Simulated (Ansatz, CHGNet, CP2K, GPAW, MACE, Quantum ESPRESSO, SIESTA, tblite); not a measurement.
## Random packing of 91Li3PO4-9P3N5 (mol %) (88 atoms): runs against a plane-wave reference

Density of this cell: 2.29 g/cm³. The cell holds 88 atoms: 30 Li, 13 P, 40 O and 5 N. Cell: a = 9.863 Å, b = 9.863 Å, c = 9.863 Å, α = 90.0°, β = 90.0°, γ = 90.0°. 88 atoms (30 Li, 13 P, 40 O, 5 N) packed at random in a cube at 2.29 g/cm³ and pushed apart as soft spheres, cations and anions kept from their own kind; a start for melting by ab initio MD, not an equilibrated structure. Then every atom was moved at random, 0.05 Å r.m.s. a Cartesian component.

Geometry: as built.

The reference, a calculation:

| Property | Result |
| --- | --- |
| method | Kohn-Sham DFT, PBE, SSSP efficiency 1.3.0 pseudopotentials, plane waves (Quantum ESPRESSO 7.5); sssp-pbe-1.3.0-efficiency, cutoffs 60/480 Ry, Γ point |
| r.m.s. force component | 1.457 eV/Å |
| longest force | 5.384 eV/Å |
| pressure | -3.559 GPa |
| time | 8.3 min on 4 MPI ranks of Arm Neoverse V2, shared host |
| CPU time | 33 min |

**Question.** The same geometry is run in other programs. How far does each lie from the reference, and what does it cost?
- CP2K PBE, SZV-MOLOPT-SR, 800/50 Ry, diagonalisation (CP2K 2026.2; 2 threads)
- tblite GFN1-xTB (tblite 0.8.0; 1 thread)
- CHGNet r2SCAN potential (CHGNet r2SCAN; 1 thread)
- SIESTA PBE, SZ, shift 0.01 Ry, mesh 500 Ry (SIESTA 5.4.2; 1 thread)
- MACE MPA-0 medium potential (MACE MPA-0 medium; 1 thread)
- MACE MP-0b2 small potential (MACE MP-0b2 small; 1 thread)
- SIESTA PBE, SZ, shift 0.02 Ry, mesh 500 Ry (SIESTA 5.4.2; 1 thread)
- GPAW PBE, LCAO dzp, h 0.18 Å (GPAW 26.7.0; 1 thread)
- CP2K PBE, DZVP-MOLOPT-SR, 280/50 Ry, diagonalisation (CP2K 2026.2; 2 threads)
- GPAW PBE, LCAO sz(dzp), h 0.18 Å (GPAW 26.7.0; 1 thread)

Differences are against the plane-wave reference, forces as r.m.s. over components; share is that over the reference's r.m.s. force, slope the least-squares factor from reference forces to these. Total energies of different programs have different zeros and aren't compared.

```
                                                          run  Δ force, r.m.s. (meV/Å)  share (%)  slope  Δ pressure (GPa)  cores  CPU time  memory (GiB)
                                                    reference                        -          -      -                 -      4    33 min           2.7
 CP2K PBE, SZV-MOLOPT-SR, 800/50 Ry, diagonalisation (coarse)                     1817        125  0.329              22.8      2    14 min             4
                                              tblite GFN1-xTB                      654       44.9  1.062             -5.38      1     6.1 s          0.12
                                      CHGNet r2SCAN potential                      659       45.2  1.156             -1.99      1     5.1 s           1.6
          SIESTA PBE, SZ, shift 0.01 Ry, mesh 500 Ry (coarse)                     1912        131  0.298              13.4      1   4.2 min          0.93
                                  MACE MPA-0 medium potential                      358       24.6  0.989              1.19      1     9.2 s           1.2
                                  MACE MP-0b2 small potential                      489       33.6  1.019              2.29      1     7.2 s          0.67
          SIESTA PBE, SZ, shift 0.02 Ry, mesh 500 Ry (coarse)                     1759        121  0.355              6.34      1   3.7 min          0.81
                                 GPAW PBE, LCAO dzp, h 0.18 Å                      299       20.5  0.910                 -      1   8.1 min           1.5
CP2K PBE, DZVP-MOLOPT-SR, 280/50 Ry, diagonalisation (coarse)                      105       7.19  1.000              1.36      2    23 min          0.99
                    GPAW PBE, LCAO sz(dzp), h 0.18 Å (coarse)                     1902        131  0.288                 -      1     2 min           1.1
```

Rows marked coarse were listed beforehand as settings not expected to be converged; some can still land near the reference.

Times of the machine-learned potentials are mostly Python's start and the loading of weights.

CPU time is summed over cores on a shared host, where runs went side by side, so it is rough. Symmetry, cutoffs, thresholds, outputs and thread counts weren't matched or tuned between programs; memory under MPI is the largest rank's times the ranks.

The PBE run in local orbitals, coarse settings apart, differs by 21 % (GPAW PBE, LCAO dzp, h 0.18 Å); basis, grid and potentials can all enter. Tight binding differs by 45 % (tblite GFN1-xTB); it is another model, with fitted parameters of its own, and the xTB methods hold dispersion. Machine-learned potentials differ by 25 % (MACE MPA-0 medium potential) to 45 % (CHGNet r2SCAN potential); they were trained on other programs' data, some at another functional. CP2K PBE, DZVP-MOLOPT-SR, 280/50 Ry, diagonalisation needed 90 SCF steps, so its time overstates the method's usual cost. Periodic xTB results under one method name differ between programs and library versions. Machine-learned potentials mimic data converged in k, so the reference's own k-point error enters their differences. The electronic-structure runs sample only Γ, in a cell whose shortest periodic width is 10 Å, which is coarse for a cell with partly filled levels.

[Logs are printed without paths, hosts, clocks, repeated set-up lines and the standing remarks that a program may print on its own settings, such as how far it seeks lower states.]

[Hosts, paths, dates, database ids (printed as entryN), source tags and the programs' standing remarks are cut or masked in the printed files.]
